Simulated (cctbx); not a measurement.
**Resonant diffraction in ZnIrCl6**

Space group R-3 (no. 148), a = 6.3200 Å, b = 6.3200 Å, c = 17.6000 Å, α = 90.00°, β = 90.00°, γ = 120.00°.

| atom | mult. | x | y | z | Ueq (Å²) |
| --- | --- | --- | --- | --- | --- |
| Ir1 | 3 | 0 | 0 | 0 | 0.0039 |
| Zn1 | 3 | 1/3 | 2/3 | 1/6 | 0.0070 |
| Cl1 | 18 | 0.6459 | 0.0141 | 0.2594 | 0.0086 |

The model was made for the exercise: a known structure type with other elements put in, its volume estimated, not relaxed; displacement parameters are assumed.

Calculated with cctbx: free-atom f′ and f″ from the Sasaki tables, no fine structure; amplitudes in electrons.

| E (eV) | F 0 2 1 | F 1 2 2 | F 2 0 2 | F 1 0 1 |
| --- | --- | --- | --- | --- |
| 9059 | 95.2 | 198.6 | 193.7 | 140.0 |
| 9409 | 96.5 | 195.1 | 190.2 | 141.2 |
| 9539 | 98.1 | 192.5 | 187.6 | 142.9 |
| 9599 | 99.9 | 190.2 | 185.3 | 144.7 |
| 9629 | 101.9 | 188.0 | 183.0 | 146.7 |
| 9644 | 103.9 | 185.9 | 180.8 | 148.8 |
| 9651 | 105.9 | 183.9 | 178.9 | 150.8 |
| 9655 | 107.9 | 181.8 | 176.7 | 152.9 |
| 9663 | 107.6 | 182.5 | 177.5 | 152.6 |
| 9667 | 105.2 | 184.8 | 179.7 | 150.3 |
| 9674 | 103.1 | 186.8 | 181.8 | 148.1 |
| 9689 | 100.8 | 188.9 | 183.9 | 145.8 |
| 9719 | 98.4 | 191.0 | 186.1 | 143.3 |
| 9809 | 95.0 | 193.5 | 188.6 | 139.9 |
| 10059 | 90.3 | 195.6 | 190.7 | 135.2 |

**Question.** Which edge is crossed, and why do the reflections move as they do?

The K edge of Zn. The edge is at 9659 eV. f′ of Zn falls from -4.0 e at 9539 eV to -7.6 e at 4 eV below it, and f″ steps from 0.49 to 3.89 e across it. Over that approach |F| changes by +10 % (0 2 1), -6 % (1 2 2), -6 % (2 0 2) and +7 % (1 0 1): a reflection falls where Zn scatters in phase with the total and rises where it scatters against it; it hardly moves where the Zn term is small or cancels by symmetry. Above the edge the larger f″ enters the imaginary part, where it can add to or cancel the other atoms' f″. The structure is centrosymmetric, so Friedel mates stay equal.
